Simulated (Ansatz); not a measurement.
**A hypothetical structure for Cr2Mo**

Starting from a made-up structure for Cr2Mo, the aim is the relaxed cell, its shortest contacts and, where a second run follows, its electronic structure.

Main program and level: Ansatz 0.2.0; DFT, PBE, plane-wave PAW, files of the set soft_1, scalar-relativistic, ferromagnetic start, cell and ions relaxed at zero pressure; PAW set soft_1, in the first sound run; inputs show where later runs differ.

## Step 1: The starting structure

The structure is cubic, space group Fd-3m (No. 227). The conventional cell has a = 6.835 Å, b = 6.835 Å, c = 6.835 Å, α = 90.00°, β = 90.00°, γ = 90.00°. Mo has 12 Cr at 2.83 Å and 4 Mo at 2.96 Å nearest. Nearest to Cr lie 6 Cr at 2.42 Å and 6 Mo at 2.83 Å. Farther neighbours are not listed.

Structure file:

```cif
data_structure
_symmetry_space_group_name_H-M 'P 1'
_symmetry_Int_Tables_number 1
_cell_length_a 4.8331
_cell_length_b 4.8331
_cell_length_c 4.8331
_cell_angle_alpha 60.000
_cell_angle_beta 60.000
_cell_angle_gamma 60.000
_cell_volume 79.83
loop_
_atom_site_label
_atom_site_type_symbol
_atom_site_fract_x
_atom_site_fract_y
_atom_site_fract_z
_atom_site_occupancy
Mo1 Mo 0.50000 0.50000 0.50000 1
Mo2 Mo 0.75000 0.75000 0.75000 1
Cr3 Cr 0.62500 0.12500 0.12500 1
Cr4 Cr 0.12500 0.12500 0.12500 1
Cr5 Cr 0.12500 0.62500 0.12500 1
Cr6 Cr 0.12500 0.12500 0.62500 1
```

## Step 2: Relaxation of the guess

The guessed cell has no reason to be at equilibrium. It is relaxed with the atoms, within the space group of the guess.

input.yaml reads:

```yaml
crystal:
  lattice:
    - [0.0, 3.4175, 3.4175]
    - [3.4175, 0.0, 3.4175]
    - [3.4175, 3.4175, 0.0]
  atoms:
    - { symbol: Mo, position: [0.5, 0.5, 0.5], spin: 1.0 }
    - { symbol: Mo, position: [0.75, 0.75, 0.75], spin: 1.0 }
    - { symbol: Cr, position: [0.625, 0.125, 0.125], spin: 3.0 }
    - { symbol: Cr, position: [0.125, 0.125, 0.125], spin: 3.0 }
    - { symbol: Cr, position: [0.125, 0.625, 0.125], spin: 3.0 }
    - { symbol: Cr, position: [0.125, 0.125, 0.625], spin: 3.0 }
magnetization:
  spin_polarized: true
kpoints:
  mp_grid: { grid: [7, 7, 7] }
scf:
  occupations: { method: fermi_dirac, width: 0.05 }
hamiltonian:
  xc: pbe
  pseudopotentials: { kind: paw, azcp: { folder: soft_1 } }
relax:
  f_tol: 0.015
  max_steps: 70
  cell: {}
output:
  forces: true
  stress: true
```

The run is started by

```
$ ansatz run input.yaml --threads 4 --pin off --max-ram 10240MiB --backend cpu --events-out ev --progress --plain --runs-dir out
```

Numbers of over 12 decimals in the logs are rounded to 6 here.

Log:

```text
Engine: ansatz 0.2.0, aarch64-unknown-linux-gnu
Pseudopotentials: kind: paw
Pseudopotential: Mo, paw, valence charge 14, recommended cutoff 420 eV (normal), soft_1/Mo.paw.azcp
Pseudopotential: Cr, paw, valence charge 14, recommended cutoff 420 eV (normal), soft_1/Cr.paw.azcp
Functional definition: PBE
  parameter kappa = 0.804
  parameter beta = 0.066725
  exchange = pbe_x(kappa = kappa, mu = beta*pi^2/3)
  correlation = pbe_c(beta = beta)
Crystal: 6 atoms, lattice volume = 79.828 Å³
Basis set: ecut = 420 eV, 1471 PW (Γ), exchange–correlation on 72×72×72 points (8 copies of the dense FFT grid, shifted against one another)
Bands: 59, of which v1, the nominal top of the filled ones, is band 42 counted from 1 (41 counted from 0)
Symmetry: 48 space group operations
Space group: Fd-3m (ITA 227), of the structure as read, at distance tolerance 4.3e-5 Å
Magnetic group: BNS 227.128 (UNI 1630), of the structure as read, at distance tolerance 4.3e-5 Å
k-points: 20 of 343
Non-local potential: Mo, projectors of the file, l = 0: 3, l = 1: 2, l = 2: 2, l = 3: 1
Non-local potential: Cr, projectors of the file, l = 0: 3, l = 1: 2, l = 2: 3, l = 3: 1
PAW form: soft (Blöchl's): semilocal exchange-correlation on the pseudo side does not see the compensation charge
PAW one-centre angular grid: Mo, 590 points (default); XC on 64 Gauss nodes
PAW one-centre angular grid: Cr, 590 points (default); XC on 64 Gauss nodes
Initial density: superposition of atomic densities (chi_scale 0.1, normalization cell)
Starting moments: Σ|m| = 14 μB on 6 of 6 sites
Initial wavefunctions: pseudopotential atomic-orbital guess
Functional: x = pbe(κ = 0.804, μ = 0.219515), c = pbe(β = 0.066725)
SCF iter   1: F=—  HF=-23423.787130 eV  |F-HF|=—  |Δ(HF+E_count)|=         —  Δρ=1.57e-1 (↑1.57e-1 ↓5.25e-2)  dr2=2.04e1  dr2_m=4.70e0  M=7.144 μB ∫|m|=7.164 μB  β_m=0.30  ethr=3.10e-3  ⟨swp⟩=5.5  Hψ=7114  notcnv=0
Mixer restart at iter 1: flushing history
preconditioner: auto → Kerker (q_TF=auto, 2.752 Å⁻¹)  [metal: Δε(μ)=0.008 eV  Ē_g=5.784 eV  σ=0.050 eV  W_gap=0.04  n_scr=26 (ndim 8)  ℏωp=24.9 eV  f_vac=0.000  D(μ)=8.95/eV (n_scr^D=112)]
spin=Collinear: Kerker preconditioning applied to the charge; magnetization (m = ρ↑ − ρ↓) channel mixes plain (no charge-response kernel on spin).
SCF iter   2: F=—  HF=-23420.429110 eV  |F-HF|=—  |Δ(HF+E_count)|=    3.36e0  Δρ=1.02e-1 (↑1.02e-1 ↓4.40e-2)  dr2=7.50e0  dr2_m=2.68e0  M=6.428 μB ∫|m|=6.491 μB  β_m=0.55  ethr=3.10e-3  ⟨swp⟩=2.0  Hψ=4604  notcnv=0  defer=198
SCF iter   3: F=—  HF=-23421.054927 eV  |F-HF|=—  |Δ(HF+E_count)|=   6.26e-1  Δρ=3.54e-2 (↑3.54e-2 ↓3.16e-2)  dr2=6.70e-1  dr2_m=6.88e-1  M=4.577 μB ∫|m|=4.796 μB  β_m=0.77  ethr=3.10e-3  ⟨swp⟩=2.7  Hψ=4467  notcnv=0  defer=198
SCF iter   4: F=—  HF=-23422.079682 eV  |F-HF|=—  |Δ(HF+E_count)|=    1.02e0  Δρ=1.52e-2 (↑1.37e-2 ↓1.52e-2)  dr2=5.54e-2  dr2_m=1.38e-1  M=2.814 μB ∫|m|=3.082 μB  β_m=0.89  ethr=7.97e-4  ⟨swp⟩=2.4  Hψ=3974  notcnv=0  defer=194
SCF iter   5: F=—  HF=-23422.752314 eV  |F-HF|=—  |Δ(HF+E_count)|=         —  Δρ=4.10e-2 (↑4.10e-2 ↓3.47e-2)  dr2=5.76e-2  dr2_m=1.04e0  M=0.312 μB ∫|m|=0.433 μB  β_m=1.00  ethr=6.60e-5  ⟨swp⟩=2.0  Hψ=4366  notcnv=0  defer=194
Mixer restart at iter 5: flushing history
SCF iter   6: F=—  HF=-23422.530794 eV  |F-HF|=—  |Δ(HF+E_count)|=   2.22e-1  Δρ=6.36e-3 (↑3.20e-3 ↓6.36e-3)  dr2=8.64e-3  dr2_m=1.50e-2  M=0.128 μB ∫|m|=0.174 μB  β_m=0.89  ethr=5.95e-5  ⟨swp⟩=2.5  Hψ=4419  notcnv=0  defer=194
SCF iter   7: F=—  HF=-23422.527607 eV  |F-HF|=—  |Δ(HF+E_count)|=   3.19e-3  Δρ=3.96e-3 (↑3.96e-3 ↓8.81e-4)  dr2=1.10e-2  dr2_m=3.55e-3  M=0.055 μB ∫|m|=0.075 μB  β_m=0.94  ethr=1.03e-5  ⟨swp⟩=2.9  Hψ=4924  notcnv=0  defer=101
SCF iter   8: F=—  HF=-23422.525088 eV  |F-HF|=—  |Δ(HF+E_count)|=   2.52e-3  Δρ=2.59e-3 (↑1.00e-3 ↓2.59e-3)  dr2=7.62e-3  dr2_m=6.15e-4  M=0.030 μB ∫|m|=0.038 μB  β_m=0.84  ethr=1.03e-5  ⟨swp⟩=2.0  Hψ=4713  notcnv=0  defer=115
SCF iter   9: F=—  HF=-23422.524863 eV  |F-HF|=—  |Δ(HF+E_count)|=   2.24e-4  Δρ=5.45e-4 (↑4.21e-4 ↓5.45e-4)  dr2=1.32e-3  dr2_m=5.77e-6  M=0.006 μB ∫|m|=0.007 μB  β_m=0.92  ethr=9.07e-6  ⟨swp⟩=2.1  Hψ=3967  notcnv=0  defer=125
SCF iter  10: F=—  HF=-23422.524632 eV  |F-HF|=—  |Δ(HF+E_count)|=   2.31e-4  Δρ=3.52e-4 (↑3.52e-4 ↓1.91e-4)  dr2=3.12e-4  dr2_m=8.12e-6  M=0.004 μB ∫|m|=0.004 μB  β_m=0.96  ethr=1.57e-6  ⟨swp⟩=2.0  Hψ=3097  notcnv=0  defer=117
SCF iter  11: F=—  HF=-23422.524769 eV  |F-HF|=—  |Δ(HF+E_count)|=   1.37e-4  Δρ=8.33e-5 (↑8.33e-5 ↓6.01e-5)  dr2=2.16e-5  dr2_m=3.66e-7  M=0.002 μB ∫|m|=0.002 μB  β_m=0.98  ethr=3.72e-7  ⟨swp⟩=2.0  Hψ=3076  notcnv=0  defer=120
SCF iter  12: F=—  HF=-23422.524773 eV  |F-HF|=—  |Δ(HF+E_count)|=   4.24e-6  Δρ=2.02e-5 (↑2.02e-5 ↓9.67e-6)  dr2=5.83e-7  dr2_m=8.59e-8  M=0.001 μB ∫|m|=0.001 μB  β_m=0.99  ethr=2.57e-8  ⟨swp⟩=2.0  Hψ=3083  notcnv=0  defer=121
SCF iter  13: F=—  HF=-23422.524773 eV  |F-HF|=—  |Δ(HF+E_count)|=   2.34e-7  Δρ=1.69e-6 (↑1.69e-6 ↓5.89e-7)  dr2=3.84e-9  dr2_m=7.69e-10  M=0.000 μB ∫|m|=0.000 μB  β_m=1.00  ethr=6.94e-10  ⟨swp⟩=2.0  Hψ=3091  notcnv=0  defer=121
SCF iter  14: F=-23422.524773 eV  HF=-23422.524773 eV  |F-HF|=2.73e-10  |Δ(HF+E_count)|=  4.04e-10  Δρ=3.63e-7 (↑3.63e-7 ↓1.20e-7)  dr2=3.03e-10  dr2_m=1.64e-11  M=0.000 μB ∫|m|=0.000 μB  ethr=4.57e-12  ⟨swp⟩=1.5  Hψ=6253  notcnv=0
WARN: the starting moments were not kept: the SCF closed with an absolute magnetisation of 1.9e-5 μB, where they sum to 14 μB in size (6 sites). That is at most 0.1 of that sum. Measured as dr2_m measures the in/out step, that magnetisation stands 3.0e-11 eV from none, at or under the dr2_threshold of 1.0e-7 eV: it is no larger than a step whose dr2_m would equal this threshold. The system may hold no moment; this SC [...]
SCF 1 converged in 14 iterations: F = -23422.524773 eV  dr2 = 3.03e-10
  greatest PAW one-centre occupation: 1.000 electrons in one spin orbital (limit 2), on the Cr atom at site 3 (counted from 0), in its partial waves of l = 0
relax step   1: F+E_penalty+E_count = -23422.52477341 eV  Δ(F+E_penalty+E_count) = +0.000e0 eV  max|allowed force component| = 3.144e-18 eV/Å  Δτ_max = 0.0000 Å  P = -3.355 GPa  Ω = 79.828 Å³  (14 SCF iters, dr2 threshold 1.00e-7 eV, accepted)
Crystal: 6 atoms, lattice volume = 78.456 Å³
Initial density: handed on by an earlier stage of this run
Starting moments: Σ|m| = 14 μB on 6 of 6 sites; this step starts from the density that it was given
Initial wavefunctions: those handed on with the density
iter 1 solved again at ethr=9.35e-6 eV; its pass at ethr=3.10e-3 eV (dr2=7.85e-3 eV) is discarded
[...]
SCF iter   8: F=—  HF=-23422.536622 eV  |F-HF|=—  |Δ(HF+E_count)|=   1.88e-8  Δρ=1.47e-6 (↑9.24e-7 ↓1.47e-6)  dr2=5.74e-9  dr2_m=1.01e-10  M=0.000 μB ∫|m|=0.000 μB  β_m=0.94  ethr=7.18e-11  ⟨swp⟩=2.0  Hψ=3090  notcnv=0
SCF iter   9: F=-23422.536622 eV  HF=-23422.536622 eV  |F-HF|=2.41e-7  |Δ(HF+E_count)|=   3.44e-8  Δρ=6.20e-6 (↑6.20e-6 ↓6.20e-6)  dr2=2.54e-7  dr2_m=3.87e-12  M=-0.000 μB ∫|m|=0.000 μB  ethr=6.83e-12  ⟨swp⟩=1.0  Hψ=5616  notcnv=0
the starting moments were not kept: the SCF closed with an absolute magnetisation of 6.6e-6 μB, where they sum to 14 μB in size (6 sites). That is at most 0.1 of that sum. Measured as dr2_m measures the in/out step, that magnetisation stands 4.4e-12 eV from none, at or under the dr2_threshold of 6.0e-7 eV: it is no larger than a step whose dr2_m would equal this threshold.
SCF 3 converged in 9 iterations: F = -23422.536622 eV  dr2 = 2.54e-7
relax step   3: F+E_penalty+E_count = -23422.53662187 eV  Δ(F+E_penalty+E_count) = -7.740e-4 eV  max|allowed force component| = 7.806e-18 eV/Å  Δτ_max = 0.0000 Å  P = -0.022 GPa  Ω = 78.763 Å³  energy of the carried Pulay correction = +4.979e-4 eV  (9 SCF iters, dr2 threshold 6.00e-7 eV, accepted)
Initial wavefunctions: pseudopotential atomic-orbital guess (no wavefunctions were taken with the density)
iter 1 solved again at ethr=2.03e-8 eV; its pass at ethr=3.10e-3 eV (dr2=1.71e-5 eV) is discarded
SCF iter   1: F=—  HF=-23422.536095 eV  |F-HF|=—  |Δ(HF+E_count)|=         —  Δρ=1.88e-5 (↑1.88e-5 ↓1.88e-5)  dr2=1.01e-6  dr2_m=4.91e-12  M=-0.000 μB ∫|m|=0.000 μB  β_m=0.65  ethr=2.03e-8  ⟨swp⟩=3.1  Hψ=12856  notcnv=0
preconditioner: auto → Kerker (q_TF=auto, 1.968 Å⁻¹)  [metal: Δε(μ)=0.032 eV  Ē_g=4.663 eV  σ=0.050 eV  W_gap=0.16  n_scr=14 (ndim 8)  ℏωp=25.1 eV  f_vac=0.000  D(μ)=9.03/eV (n_scr^D=136)]
spin=Collinear: Kerker preconditioning applied to the charge; magnetization (m = ρ↑ − ρ↓) channel mixes plain (no charge-response kernel on spin).
SCF iter   2: F=—  HF=-23422.536091 eV  |F-HF|=—  |Δ(HF+E_count)|=   3.21e-6  Δρ=4.72e-6 (↑4.71e-6 ↓4.72e-6)  dr2=2.95e-8  dr2_m=2.04e-12  M=-0.000 μB ∫|m|=0.000 μB  β_m=0.57  ethr=1.21e-9  ⟨swp⟩=2.1  Hψ=3103  notcnv=0
SCF iter   3: F=—  HF=-23422.536092 eV  |F-HF|=—  |Δ(HF+E_count)|=   2.36e-7  Δρ=2.17e-6 (↑2.17e-6 ↓2.16e-6)  dr2=2.12e-8  dr2_m=6.45e-13  M=-0.000 μB ∫|m|=0.000 μB  β_m=0.69  ethr=3.51e-11  ⟨swp⟩=2.0  Hψ=4062  notcnv=0
SCF iter   4: F=—  HF=-23422.536092 eV  |F-HF|=—  |Δ(HF+E_count)|=   1.81e-7  Δρ=2.93e-6 (↑2.93e-6 ↓2.91e-6)  dr2=5.24e-8  dr2_m=2.80e-13  M=-0.000 μB ∫|m|=0.000 μB  β_m=0.84  ethr=2.52e-11  ⟨swp⟩=2.0  Hψ=3090  notcnv=0  recentre
SCF iter   5: F=—  HF=-23422.536092 eV  |F-HF|=—  |Δ(HF+E_count)|=   8.54e-8  Δρ=2.02e-6 (↑2.02e-6 ↓2.00e-6)  dr2=3.01e-8  dr2_m=1.56e-13  M=-0.000 μB ∫|m|=0.000 μB  β_m=0.92  ethr=2.52e-11  ⟨swp⟩=2.0  Hψ=3104  notcnv=0
SCF iter   6: F=—  HF=-23422.536092 eV  |F-HF|=—  |Δ(HF+E_count)|=   2.95e-8  Δρ=1.85e-6 (↑1.85e-6 ↓1.84e-6)  dr2=1.93e-8  dr2_m=2.42e-14  M=0.000 μB ∫|m|=0.000 μB  β_m=0.84  ethr=2.52e-11  ⟨swp⟩=3.0  Hψ=4492  notcnv=0
SCF iter   7: F=—  HF=-23422.536092 eV  |F-HF|=—  |Δ(HF+E_count)|=   2.36e-8  Δρ=6.73e-7 (↑6.73e-7 ↓6.70e-7)  dr2=2.94e-9  dr2_m=3.05e-15  M=0.000 μB ∫|m|=0.000 μB  β_m=0.92  ethr=2.30e-11  ⟨swp⟩=2.0  Hψ=3098  notcnv=0
SCF iter   8: F=—  HF=-23422.536092 eV  |F-HF|=—  |Δ(HF+E_count)|=   5.06e-9  Δρ=1.18e-7 (↑1.18e-7 ↓1.18e-7)  dr2=9.07e-11  dr2_m=2.83e-17  M=0.000 μB ∫|m|=0.000 μB  β_m=0.96  ethr=3.50e-12  ⟨swp⟩=3.0  Hψ=4514  notcnv=0
SCF iter   9: F=—  HF=-23422.536092 eV  |F-HF|=—  |Δ(HF+E_count)|=  1.64e-10  Δρ=2.46e-8 (↑2.45e-8 ↓2.46e-8)  dr2=3.50e-12  dr2_m=2.49e-18  M=0.000 μB ∫|m|=0.000 μB  β_m=0.98  ethr=1.00e-12  ⟨swp⟩=2.0  Hψ=3064  notcnv=0
SCF iter  10: F=-23422.536092 eV  HF=-23422.536092 eV  |F-HF|=3.64e-12  |Δ(HF+E_count)|=  7.28e-12  Δρ=2.58e-8 (↑2.58e-8 ↓2.58e-8)  dr2=4.10e-12  dr2_m=1.52e-19  M=-0.000 μB ∫|m|=0.000 μB  ethr=1.00e-12  ⟨swp⟩=2.0  Hψ=5600  notcnv=0
the starting moments were not kept: the SCF closed with an absolute magnetisation of 1.1e-9 μB, where they sum to 14 μB in size (6 sites). That is at most 0.1 of that sum. Measured as dr2_m measures the in/out step, that magnetisation stands 1.6e-19 eV from none, at or under the dr2_threshold of 6.0e-11 eV: it is no larger than a step whose dr2_m would equal this threshold.
SCF 4 converged in 10 iterations: F = -23422.536092 eV  dr2 = 4.10e-12
relax step   4: F+E_penalty+E_count = -23422.53609197 eV  Δ(F+E_penalty+E_count) = +5.299e-4 eV  max|allowed force component| = 1.446e-18 eV/Å  Δτ_max = 0.0000 Å  P = -0.015 GPa  Ω = 78.763 Å³  stress off target by 1.49e-2 GPa  SCF on the basis re-selected at this cell (its energy is not comparable with the rows above)  (10 SCF iters)
basis re-selected at this cell: Δ(F+E_penalty+E_count) = +5.299e-4 eV, ΔP = +0.007 GPa vs the last step (what re-selecting the basis moved, of the pressure what is left beyond the Pulay correction that the steps carried, after the strain that the cell walked since its last selection, with what the two solves' SCF thresholds leave and, on support functions, any second-order correction that the steps lacked; it is no m [...]
SCF converged after 10 iterations
Magnetization: -0.0000 μB (42.0000 up, 42.0000 down)
Absolute magnetization: 0.0000 μB (∫|ρ↑−ρ↓|, with the PAW one-centre terms)
Spin contamination: 0.0000 ħ² per cell (⟨S²⟩ above its minimum at these occupations)
Per-site moments (μB) at R_I (Å): [(6.803898830144132e-11, 1.163658), (6.803883871498233e-11, 1.163658), (-1.7859091224294645e-10, 0.992370), (-1.7859068773682828e-10, 0.992370), (-1.7859086463792893e-10, 0.992370), (-1.78591035913321e-10, 0.992370)]
Free energy (F): -23422.536092 eV
Harris-Foulkes:  -23422.536092 eV  (|F-HF|=3.64e-12)
Internal energy: -23422.460730 eV  (E = F + TS)
E sigma→0 (E₀):  -23422.498411 eV
Entropy (-TS):   -0.075362 eV (-12.560 meV/atom)
Fermi energy:    19.487944 eV
--- Per-component energies (eV) ---
  E_band       = -710.129710
  E_kinetic    = 2054.850155
  E_local      = -6343.711559  (includes V_loc(G=0)·N_el)
  E_nonlocal   = 462.998636
  E_hartree    = 2772.374630
  E_xc         = -817.537333
  E_vxc        = -1031.526675  (∫ρ·V_xc dr)
  E_paw        = -11297.097267  (= ΣΔE_a)
  E_vpaw       = -1397.493929  (= ΣTr[D̂ρ^β])
  E_aug_tail   = 0.004295  (compensation charges beyond the density's cutoff)
  E_ewald      = -10254.342287
  E_smearing   = -0.075362  (= −TS)
  E_closure    = -0.000000  (closes the sum)
  Σ components = -23422.536092   (vs F -23422.536092, Δ=0.00e0)
--- Forces (eV/Å), atoms counted from 1 ---
  atom   1  Mo    -0.00000000     0.00000000     0.00000000
  atom   2  Mo    -0.00000000     0.00000000     0.00000000
  atom   3  Cr     0.00000000    -0.00000000    -0.00000000
  atom   4  Cr     0.00000000    -0.00000000    -0.00000000
  atom   5  Cr     0.00000000    -0.00000000     0.00000000
  atom   6  Cr     0.00000000    -0.00000000    -0.00000000
  max |Σ_I F_I| component: 2.31e-18 eV/Å
--- Stress (GPa, compression-positive) ---
       -0.014864       0.000000       0.000000
        0.000000      -0.014864      -0.000000
        0.000000       0.000000      -0.014864
  P = ⅓ Tr σ = -0.0149 GPa (-0.149 kbar)
--- Relaxed structure (3 steps of the walk, 3 accepted, 1 SCFs on fresh bases) ---
  F+E_penalty+E_count = -23422.53609197 eV   max|allowed force component| = 1.446e-18 eV/Å   (the final SCF, on the basis selected at the relaxed cell)
  cell:  # Å, volume = 78.7634 Å³
    - [0, 3.402239, 3.402239]
    - [3.402239, 0, 3.402239]
    - [3.402239, 3.402239, 0]
  atoms:
    - { symbol: Mo, position: [0.5, 0.5, 0.5] }
    - { symbol: Mo, position: [0.75, 0.75, 0.75] }
    - { symbol: Cr, position: [0.625, 0.125, 0.125] }
    - { symbol: Cr, position: [0.125, 0.125, 0.125] }
    - { symbol: Cr, position: [0.125, 0.625, 0.125] }
    - { symbol: Cr, position: [0.125, 0.125, 0.625] }
```

Wall time 19 s (4 threads of Arm Neoverse V1, shared host); peak memory 0.53 GiB.

Relaxation path:

```tsv
step	energy less that of the first step (eV)	largest force component (eV/Å)	pressure (GPa)	volume (Å³)
1	0.0000	0.0000	-3.36	79.83
2	-0.0111	0.0000	0.98	78.46
3	-0.0118	0.0000	-0.02	78.76
4*	-0.0113	0.0000	-0.01	78.76
```

Relaxation steps marked * repeat the geometry before them on a plane-wave basis chosen anew for their cell, so energy and pressure can jump there.

Forces are held to the 48 operations that the run works with; a distortion that breaks them can't arise in this run.

```tsv
conventional cell, symmetrised	before	after	change
a (Å)	6.835	6.804	-0.4 %
b (Å)	6.835	6.804	-0.4 %
c (Å)	6.835	6.804	-0.4 %
volume (Å³/atom)	13.30	13.13	-1.3 %
```

Final coordinates:

```cif
data_structure
_symmetry_space_group_name_H-M 'P 1'
_symmetry_Int_Tables_number 1
_cell_length_a 4.8115
_cell_length_b 4.8115
_cell_length_c 4.8115
_cell_angle_alpha 60.000
_cell_angle_beta 60.000
_cell_angle_gamma 60.000
_cell_volume 78.76
loop_
_atom_site_label
_atom_site_type_symbol
_atom_site_fract_x
_atom_site_fract_y
_atom_site_fract_z
_atom_site_occupancy
Mo1 Mo 0.50000 0.50000 0.50000 1
Mo2 Mo 0.75000 0.75000 0.75000 1
Cr3 Cr 0.62500 0.12500 0.12500 1
Cr4 Cr 0.12500 0.12500 0.12500 1
Cr5 Cr 0.12500 0.62500 0.12500 1
Cr6 Cr 0.12500 0.12500 0.62500 1
```

Numbers from this step:

| Quantity | Value |
| --- | --- |
| free energy | -23422.5361 eV |
| energy at zero smearing | -23422.4984 eV |
| smearing term TS | 0.07536 eV |
| Fermi energy | 19.49 eV |
| electrons | 84 |
| symmetry operations | 48 |
| pressure | -0.01486 GPa |

Shortest distances by pair of elements, guess and relaxed (not always the same contact):

```tsv
pair	guess (Å)	relaxed (Å)
Cr–Cr	2.417	2.406
Cr–Mo	2.834	2.821
Mo–Mo	2.960	2.946
```

The relaxation ends with a pressure of -0.01 GPa. No moment survives the cycle: this start ends non-magnetic.

[end of part 1 of 2]

[Logs are printed without paths, hosts, clocks, repeated set-up lines and the standing remarks that a program may print on its own settings, such as how far it seeks lower states.]

[Hosts, paths, dates, database ids (printed as entryN), source tags and the programs' standing remarks are cut or masked in the printed files.]
